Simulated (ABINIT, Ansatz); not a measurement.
# KNbS3 (Pm-3m): zone-centre phonons, part 3 of 5

Which modes does KNbS3 (Pm-3m) have at the zone centre?

ABINIT 10.8.3; DFT PBEsol, scalar-relativistic, plane waves, PseudoDojo norm-conserving pseudopotentials.

So far. Step 2 (Relaxing the cell and atoms): The volume changes by +0.4 % from the cell with which this run began. Step 4 (Linear response at Γ): The acoustic modes at Γ come out as far as 5.3 cm⁻¹ from zero, where they should vanish, a small numerical error. The relaxed cell has a = 4.821 Å (conventional setting).

The structure was built from a prototype and need not be the compound's stable phase.

**5. Modes with the sum rule**

anaddb reads the merged derivatives and imposes the acoustic sum rule.

anaddb.abi

```
ddb_filepath "gamma_DDB"
output_file "anaddb.abo"
outdata_prefix "anaddb"
asr 1
chneut 1
enunit 2
eivec 1
nph1l 1
qph1l 0.0 0.0 0.0 1.0
```

mrgddb.in

```
gamma_DDB
merged
2
dfpt_gammao_DDB
gso_DDB
```

Started as:

```sh
$ mrgddb < mrgddb.in > mrgddb.log
$ OMP_NUM_THREADS=1 anaddb anaddb.abi > anaddb.log
```

anaddb.abo, the main output file:

```text
-outvars_anaddb: echo values of input variables ----------------------

 Miscellaneous information :
      enunit         2
       eivec         1
         asr         1
 First list of wavevector (reduced coord.) :
       nph1l         1
       qph1l
                     0.00000000E+00  0.00000000E+00  0.00000000E+00    1.000E+00

================================================================================

 read the DDB information and perform some checks

  ==== Info on the Cryst% object ====
 Real(R)+Recip(G) space primitive vectors, cartesian coordinates (Bohr,Bohr^-1):
 R(1)=  9.1108527  0.0000000  0.0000000  G(1)=  0.1097592  0.0000000  0.0000000
 R(2)=  0.0000000  9.1108527  0.0000000  G(2)=  0.0000000  0.1097592  0.0000000
 R(3)=  0.0000000  0.0000000  9.1108527  G(3)=  0.0000000  0.0000000  0.1097592
 Unit cell volume ucvol=  7.5627035E+02 bohr^3
 Angles (23,13,12)=  9.00000000E+01  9.00000000E+01  9.00000000E+01 degrees
 Time-reversal symmetry is present
 Reduced atomic positions [iatom, xred, symbol]:
    1)    0.0000000  0.0000000  0.0000000   K
    2)    0.5000000  0.5000000  0.5000000  Nb
    3)    0.5000000  0.5000000  0.0000000   S
    4)    0.5000000  0.0000000  0.5000000   S
    5)    0.0000000  0.5000000  0.5000000   S

 DDB file with 3 blocks has been read.

================================================================================

 Treat the first list of vectors

  Phonon wavevector (reduced coordinates) :  0.00000  0.00000  0.00000
 Phonon energies in Hartree :
   0.000000E+00  0.000000E+00  0.000000E+00  3.731055E-04  3.731055E-04
   3.731055E-04  5.492584E-04  5.492584E-04  5.492584E-04  5.888796E-04
   5.888796E-04  5.888796E-04  1.517907E-03  1.517907E-03  1.517907E-03
 Phonon energies in meV     :
-  0.000000E+00  0.000000E+00  0.000000E+00  1.015272E+01  1.015272E+01
-  1.015272E+01  1.494608E+01  1.494608E+01  1.494608E+01  1.602423E+01
-  1.602423E+01  1.602423E+01  4.130436E+01  4.130436E+01  4.130436E+01
 Phonon frequencies in cm-1    :
-  0.000000E+00  0.000000E+00  0.000000E+00  8.188718E+01  8.188718E+01
-  8.188718E+01  1.205483E+02  1.205483E+02  1.205483E+02  1.292441E+02
-  1.292441E+02  1.292441E+02  3.331421E+02  3.331421E+02  3.331421E+02
 Phonon frequencies in Thz     :
-  0.000000E+00  0.000000E+00  0.000000E+00  2.454916E+00  2.454916E+00
-  2.454916E+00  3.613946E+00  3.613946E+00  3.613946E+00  3.874642E+00
-  3.874642E+00  3.874642E+00  9.987350E+00  9.987350E+00  9.987350E+00
 Phonon energies in Kelvin  :
-  0.000000E+00  0.000000E+00  0.000000E+00  1.178174E+02  1.178174E+02
-  1.178174E+02  1.734421E+02  1.734421E+02  1.734421E+02  1.859535E+02
-  1.859535E+02  1.859535E+02  4.793172E+02  4.793172E+02  4.793172E+02

 Eigendisplacements
 (will be given, for each mode : in cartesian coordinates
   for each atom the real part of the displacement vector,
   then the imaginary part of the displacement vector - absolute values smaller than 1.0d-7 are set to zero)
  Mode number    1   Energy    0.000000E+00
 Attention : low frequency mode.
   (Could be unstable or acoustic mode)
-  1  0.00000000E+00  0.00000000E+00 -1.55046928E-03
-     0.00000000E+00  0.00000000E+00  0.00000000E+00
-  2  0.00000000E+00  0.00000000E+00 -1.55046247E-03
-     0.00000000E+00  0.00000000E+00  0.00000000E+00
-  3  0.00000000E+00  0.00000000E+00 -1.55045528E-03
-     0.00000000E+00  0.00000000E+00  0.00000000E+00
-  4  0.00000000E+00  0.00000000E+00 -1.55044058E-03
-     0.00000000E+00  0.00000000E+00  0.00000000E+00
-  5  0.00000000E+00  0.00000000E+00 -1.55044058E-03
-     0.00000000E+00  0.00000000E+00  0.00000000E+00
  Mode number    2   Energy    0.000000E+00
 Attention : low frequency mode.
   (Could be unstable or acoustic mode)
-  1  0.00000000E+00 -1.55046928E-03  0.00000000E+00
-     0.00000000E+00  0.00000000E+00  0.00000000E+00
-  2  0.00000000E+00 -1.55046247E-03  0.00000000E+00
-     0.00000000E+00  0.00000000E+00  0.00000000E+00
-  3  0.00000000E+00 -1.55044058E-03  0.00000000E+00
-     0.00000000E+00  0.00000000E+00  0.00000000E+00
-  4  0.00000000E+00 -1.55045528E-03  0.00000000E+00
-     0.00000000E+00  0.00000000E+00  0.00000000E+00
-  5  0.00000000E+00 -1.55044058E-03  0.00000000E+00
-     0.00000000E+00  0.00000000E+00  0.00000000E+00
  Mode number    3   Energy    0.000000E+00
 Attention : low frequency mode.
   (Could be unstable or acoustic mode)
-  1  1.55046928E-03  0.00000000E+00  0.00000000E+00
-     0.00000000E+00  0.00000000E+00  0.00000000E+00
-  2  1.55046247E-03  0.00000000E+00  0.00000000E+00
-     0.00000000E+00  0.00000000E+00  0.00000000E+00
-  3  1.55044058E-03  0.00000000E+00  0.00000000E+00
-     0.00000000E+00  0.00000000E+00  0.00000000E+00
-  4  1.55044058E-03  0.00000000E+00  0.00000000E+00
-     0.00000000E+00  0.00000000E+00  0.00000000E+00
-  5  1.55045528E-03  0.00000000E+00  0.00000000E+00
-     0.00000000E+00  0.00000000E+00  0.00000000E+00
  Mode number    4   Energy    3.731055E-04
-  1  0.00000000E+00  0.00000000E+00  2.91801282E-03
-     0.00000000E+00  0.00000000E+00  0.00000000E+00
-  2  0.00000000E+00  0.00000000E+00 -1.45463321E-03
-     0.00000000E+00  0.00000000E+00  0.00000000E+00
-  3  0.00000000E+00  0.00000000E+00 -3.29637710E-04
-     0.00000000E+00  0.00000000E+00  0.00000000E+00
-  4  0.00000000E+00  0.00000000E+00  4.93130166E-04
-     0.00000000E+00  0.00000000E+00  0.00000000E+00
-  5  0.00000000E+00  0.00000000E+00  4.93130166E-04
-     0.00000000E+00  0.00000000E+00  0.00000000E+00
  Mode number    5   Energy    3.731055E-04
-  1  0.00000000E+00 -2.91801282E-03  0.00000000E+00
-     0.00000000E+00  0.00000000E+00  0.00000000E+00
-  2  0.00000000E+00  1.45463321E-03  0.00000000E+00
-     0.00000000E+00  0.00000000E+00  0.00000000E+00
-  3  0.00000000E+00 -4.93130166E-04  0.00000000E+00
-     0.00000000E+00  0.00000000E+00  0.00000000E+00
-  4  0.00000000E+00  3.29637710E-04  0.00000000E+00
-     0.00000000E+00  0.00000000E+00  0.00000000E+00
-  5  0.00000000E+00 -4.93130166E-04  0.00000000E+00
-     0.00000000E+00  0.00000000E+00  0.00000000E+00
  Mode number    6   Energy    3.731055E-04
-  1  2.91801282E-03  0.00000000E+00  0.00000000E+00
-     0.00000000E+00  0.00000000E+00  0.00000000E+00
-  2 -1.45463321E-03  0.00000000E+00  0.00000000E+00
-     0.00000000E+00  0.00000000E+00  0.00000000E+00
-  3  4.93130166E-04  0.00000000E+00  0.00000000E+00
-     0.00000000E+00  0.00000000E+00  0.00000000E+00
-  4  4.93130166E-04  0.00000000E+00  0.00000000E+00
-     0.00000000E+00  0.00000000E+00  0.00000000E+00
-  5 -3.29637710E-04  0.00000000E+00  0.00000000E+00
-     0.00000000E+00  0.00000000E+00  0.00000000E+00
  Mode number    7   Energy    5.492584E-04
-  1  0.00000000E+00  0.00000000E+00  1.76357141E-03
-     0.00000000E+00  0.00000000E+00  0.00000000E+00
-  2  0.00000000E+00  0.00000000E+00  1.05637233E-03
-     0.00000000E+00  0.00000000E+00  0.00000000E+00
-  3  0.00000000E+00  0.00000000E+00 -9.08159830E-04
-     0.00000000E+00  0.00000000E+00  0.00000000E+00
-  4  0.00000000E+00  0.00000000E+00 -2.15146427E-03
-     0.00000000E+00  0.00000000E+00  0.00000000E+00
-  5  0.00000000E+00  0.00000000E+00 -2.15146427E-03
-     0.00000000E+00  0.00000000E+00  0.00000000E+00
  Mode number    8   Energy    5.492584E-04
-  1  0.00000000E+00 -1.76357141E-03  0.00000000E+00
-     0.00000000E+00  0.00000000E+00  0.00000000E+00
-  2  0.00000000E+00 -1.05637233E-03  0.00000000E+00
-     0.00000000E+00  0.00000000E+00  0.00000000E+00
-  3  0.00000000E+00  2.15146427E-03  0.00000000E+00
-     0.00000000E+00  0.00000000E+00  0.00000000E+00
-  4  0.00000000E+00  9.08159830E-04  0.00000000E+00
-     0.00000000E+00  0.00000000E+00  0.00000000E+00
-  5  0.00000000E+00  2.15146427E-03  0.00000000E+00
-     0.00000000E+00  0.00000000E+00  0.00000000E+00
  Mode number    9   Energy    5.492584E-04
-  1  1.76357141E-03  0.00000000E+00  0.00000000E+00
-     0.00000000E+00  0.00000000E+00  0.00000000E+00
-  2  1.05637233E-03  0.00000000E+00  0.00000000E+00
-     0.00000000E+00  0.00000000E+00  0.00000000E+00
-  3 -2.15146427E-03  0.00000000E+00  0.00000000E+00
-     0.00000000E+00  0.00000000E+00  0.00000000E+00
-  4 -2.15146427E-03  0.00000000E+00  0.00000000E+00
-     0.00000000E+00  0.00000000E+00  0.00000000E+00
-  5 -9.08159830E-04  0.00000000E+00  0.00000000E+00
-     0.00000000E+00  0.00000000E+00  0.00000000E+00
  Mode number   10   Energy    5.888796E-04
-  1  0.00000000E+00  0.00000000E+00  0.00000000E+00
-     0.00000000E+00  0.00000000E+00  0.00000000E+00
-  2  0.00000000E+00  0.00000000E+00  0.00000000E+00
-     0.00000000E+00  0.00000000E+00  0.00000000E+00
-  3  0.00000000E+00  0.00000000E+00  0.00000000E+00
-     0.00000000E+00  0.00000000E+00  0.00000000E+00
-  4  0.00000000E+00  0.00000000E+00  2.92470830E-03
-     0.00000000E+00  0.00000000E+00  0.00000000E+00
-  5  0.00000000E+00  0.00000000E+00 -2.92470830E-03
-     0.00000000E+00  0.00000000E+00  0.00000000E+00
  Mode number   11   Energy    5.888796E-04
-  1  0.00000000E+00  0.00000000E+00  0.00000000E+00
-     0.00000000E+00  0.00000000E+00  0.00000000E+00
-  2  0.00000000E+00  0.00000000E+00  0.00000000E+00
-     0.00000000E+00  0.00000000E+00  0.00000000E+00
-  3  0.00000000E+00 -2.92470830E-03  0.00000000E+00
-     0.00000000E+00  0.00000000E+00  0.00000000E+00
-  4  0.00000000E+00  0.00000000E+00  0.00000000E+00
-     0.00000000E+00  0.00000000E+00  0.00000000E+00
-  5  0.00000000E+00  2.92470830E-03  0.00000000E+00
-     0.00000000E+00  0.00000000E+00  0.00000000E+00
  Mode number   12   Energy    5.888796E-04
-  1  0.00000000E+00  0.00000000E+00  0.00000000E+00
-     0.00000000E+00  0.00000000E+00  0.00000000E+00
-  2  0.00000000E+00  0.00000000E+00  0.00000000E+00
-     0.00000000E+00  0.00000000E+00  0.00000000E+00
-  3  2.92470830E-03  0.00000000E+00  0.00000000E+00
-     0.00000000E+00  0.00000000E+00  0.00000000E+00
-  4 -2.92470830E-03  0.00000000E+00  0.00000000E+00
-     0.00000000E+00  0.00000000E+00  0.00000000E+00
-  5  0.00000000E+00  0.00000000E+00  0.00000000E+00
-     0.00000000E+00  0.00000000E+00  0.00000000E+00
  Mode number   13   Energy    1.517907E-03
-  1  0.00000000E+00  0.00000000E+00  4.29976692E-05
-     0.00000000E+00  0.00000000E+00  0.00000000E+00
-  2  0.00000000E+00  0.00000000E+00 -5.18496461E-04
-     0.00000000E+00  0.00000000E+00  0.00000000E+00
-  3  0.00000000E+00  0.00000000E+00  3.71086383E-03
-     0.00000000E+00  0.00000000E+00  0.00000000E+00
-  4  0.00000000E+00  0.00000000E+00 -1.13052057E-03
-     0.00000000E+00  0.00000000E+00  0.00000000E+00
-  5  0.00000000E+00  0.00000000E+00 -1.13052057E-03
-     0.00000000E+00  0.00000000E+00  0.00000000E+00
  Mode number   14   Energy    1.517907E-03
-  1  0.00000000E+00  4.29976692E-05  0.00000000E+00
-     0.00000000E+00  0.00000000E+00  0.00000000E+00
-  2  0.00000000E+00 -5.18496460E-04  0.00000000E+00
-     0.00000000E+00  0.00000000E+00  0.00000000E+00
-  3  0.00000000E+00 -1.13052057E-03  0.00000000E+00
-     0.00000000E+00  0.00000000E+00  0.00000000E+00
-  4  0.00000000E+00  3.71086383E-03  0.00000000E+00
-     0.00000000E+00  0.00000000E+00  0.00000000E+00
-  5  1.77309574E-07 -1.13052057E-03  0.00000000E+00
-     0.00000000E+00  0.00000000E+00  0.00000000E+00
  Mode number   15   Energy    1.517907E-03
-  1  4.29976692E-05  0.00000000E+00  0.00000000E+00
-     0.00000000E+00  0.00000000E+00  0.00000000E+00
-  2 -5.18496460E-04  0.00000000E+00  0.00000000E+00
-     0.00000000E+00  0.00000000E+00  0.00000000E+00
-  3 -1.13052057E-03  0.00000000E+00  0.00000000E+00
-     0.00000000E+00  0.00000000E+00  0.00000000E+00
-  4 -1.13052057E-03 -1.77309574E-07  0.00000000E+00
-     0.00000000E+00  0.00000000E+00  0.00000000E+00
-  5  3.71086383E-03  0.00000000E+00  0.00000000E+00
-     0.00000000E+00  0.00000000E+00  0.00000000E+00

 Analysis of degeneracies and characters (maximum tolerance=1.00E-06 a.u.)
 For each vibration mode, or group of modes if degenerate,
 the characters are given for each symmetry operation (see the list in the log file).
 Symmetry characters of vibration mode #   1
       degenerate with vibration modes #   2 to    3
  3.0 -3.0 -1.0  1.0 -1.0  1.0 -1.0  1.0  1.0 -1.0 -1.0  1.0  1.0 -1.0 -1.0  1.0
  0.0 -0.0  0.0 -0.0  0.0 -0.0 -0.0  0.0  1.0 -1.0 -1.0  1.0 -1.0  1.0  1.0 -1.0
  0.0 -0.0  0.0 -0.0 -0.0  0.0  0.0 -0.0  1.0 -1.0  1.0 -1.0 -1.0  1.0 -1.0  1.0
 Symmetry characters of vibration mode #   4
       degenerate with vibration modes #   5 to    6
  3.0 -3.0 -1.0  1.0 -1.0  1.0 -1.0  1.0  1.0 -1.0 -1.0  1.0  1.0 -1.0 -1.0  1.0
 -0.0  0.0 -0.0  0.0  0.0 -0.0  0.0 -0.0  1.0 -1.0 -1.0  1.0 -1.0  1.0  1.0 -1.0
 -0.0  0.0  0.0 -0.0  0.0 -0.0 -0.0  0.0  1.0 -1.0  1.0 -1.0 -1.0  1.0 -1.0  1.0
 Symmetry characters of vibration mode #   7
       degenerate with vibration modes #   8 to    9
  3.0 -3.0 -1.0  1.0 -1.0  1.0 -1.0  1.0  1.0 -1.0 -1.0  1.0  1.0 -1.0 -1.0  1.0
 -0.0  0.0 -0.0  0.0  0.0 -0.0  0.0 -0.0  1.0 -1.0 -1.0  1.0 -1.0  1.0  1.0 -1.0
 -0.0  0.0  0.0 -0.0  0.0 -0.0 -0.0  0.0  1.0 -1.0  1.0 -1.0 -1.0  1.0 -1.0  1.0
 Symmetry characters of vibration mode #  10
       degenerate with vibration modes #  11 to   12
  3.0 -3.0 -1.0  1.0 -1.0  1.0 -1.0  1.0 -1.0  1.0  1.0 -1.0 -1.0  1.0  1.0 -1.0
 -0.0  0.0 -0.0  0.0  0.0 -0.0  0.0 -0.0 -1.0  1.0  1.0 -1.0  1.0 -1.0 -1.0  1.0
 -0.0  0.0  0.0 -0.0  0.0 -0.0 -0.0  0.0 -1.0  1.0 -1.0  1.0  1.0 -1.0  1.0 -1.0
 Symmetry characters of vibration mode #  13
       degenerate with vibration modes #  14 to   15
  3.0 -3.0 -1.0  1.0 -1.0  1.0 -1.0  1.0  1.0 -1.0 -1.0  1.0  1.0 -1.0 -1.0  1.0
 -0.0  0.0  0.0 -0.0 -0.0  0.0  0.0 -0.0  1.0 -1.0 -1.0  1.0 -1.0  1.0  1.0 -1.0
 -0.0  0.0 -0.0  0.0  0.0 -0.0  0.0 -0.0  1.0 -1.0  1.0 -1.0 -1.0  1.0 -1.0  1.0
-
```

The job ended after 0.69 s (1 thread of Intel Xeon at 2.70GHz, shared host).

Read from the output:

```
lowest optical zone-centre mode : 81.89 cm⁻¹
```

No LO-TO term; unit eigenvectors of the mass-weighted matrix, from anaddb's displacements. The modes at Γ (shares of kinetic energy by element, %):

```csv
mode,frequency (cm⁻¹),symmetry,K %,Nb %,S %
1,0.0,acoustic,17,41,42
2,0.0,acoustic,17,41,42
3,0.0,acoustic,17,41,42
4,81.9,T1u,61,36,3
5,81.9,T1u,61,36,3
6,81.9,T1u,61,36,3
7,120.5,T1u,22,19,59
8,120.5,T1u,22,19,59
9,120.5,T1u,22,19,59
10,129.2,T2u,0,0,100
11,129.2,T2u,0,0,100
12,129.2,T2u,0,0,100
13,333.1,T1u,0,5,95
14,333.1,T1u,0,5,95
15,333.1,T1u,0,5,95
```

Displacements in mode 4 (81.9 cm⁻¹), the largest set to 1:
```
K1   0.00  0.00  1.00
Nb2  0.00  0.00 -0.50
S3   0.00  0.00 -0.11
S4   0.00  0.00  0.17
S5   0.00  0.00  0.17
```

Displacements in mode 10 (129.2 cm⁻¹), the largest set to 1:
```
K1   0.00  0.00  0.00
Nb2  0.00  0.00  0.00
S3   0.00  0.00  0.00
S4   0.00  0.00  1.00
S5   0.00  0.00 -1.00
```

The rule also moves an optical mode by 0.5 cm⁻¹.

(Part 3 of 5 ends here.)

[Host names and launcher messages were left out of these logs when they were recorded.]

[Logs are printed without paths, hosts, clocks, repeated set-up lines and the standing remarks that a program may print on its own settings, such as how far it seeks lower states.]

[Hosts, paths, dates, database ids (printed as entryN), source tags and the programs' standing remarks are cut or masked in the printed files.]
